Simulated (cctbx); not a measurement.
# Tl2CoHgF6 across an absorption edge

Space group Fm-3m (no. 225), a = 8.5760 Å, b = 8.5760 Å, c = 8.5760 Å, α = 90.00°, β = 90.00°, γ = 90.00°.

```csv
atom,mult.,x,y,z,Ueq (Å²)
Tl1,8,1/4,3/4,3/4,0.0030
Hg1,4,1/2,0,0,0.0026
Co1,4,0,0,0,0.0037
F1,24,0,0,0.7635,0.0056
```

The model was made for the exercise: a known structure type with other elements put in, its volume estimated, not relaxed; displacement parameters are assumed.

Calculated with cctbx: free-atom f′ and f″ from the Sasaki tables, no fine structure; amplitudes in electrons.

```csv
E (eV),F 3 3 3,F 0 2 2,F 1 1 1,F 4 4 4
7109,190.4,827.9,181.9,702.9
7459,192.6,822.5,184.3,697.3
7589,195.1,818.7,186.8,693.6
7649,197.7,815.6,189.4,690.5
7679,200.4,812.5,192.2,687.5
7694,203.2,809.5,195.1,684.7
7701,205.7,806.9,197.6,682.1
7705,208.4,804.0,200.4,679.4
7713,207.6,805.0,199.6,680.7
7717,204.4,808.2,196.3,683.7
7724,201.6,811.1,193.4,686.4
7739,198.4,814.1,190.2,689.3
7769,195.3,817.0,186.9,692.0
7859,191.0,820.4,182.6,695.2
8109,186.1,822.9,177.6,697.3
```

**Question.** Which edge is crossed, and why do the reflections move as they do?

The K edge of Co. The edge is at 7709 eV. f′ of Co falls from -3.9 e at 7589 eV to -7.4 e at 4 eV below it, and f″ steps from 0.47 to 3.93 e across it. Over that approach |F| changes by +7 % (3 3 3), -2 % (0 2 2), +7 % (1 1 1) and -2 % (4 4 4): a reflection falls where Co scatters in phase with the total and rises where it scatters against it; it hardly moves where the Co term is small or cancels by symmetry. Above the edge the larger f″ enters the imaginary part, where it can add to or cancel the other atoms' f″. The structure is centrosymmetric, so Friedel mates stay equal.

[Logs are printed without paths, hosts, clocks, repeated set-up lines and the standing remarks that a program may print on its own settings, such as how far it seeks lower states.]
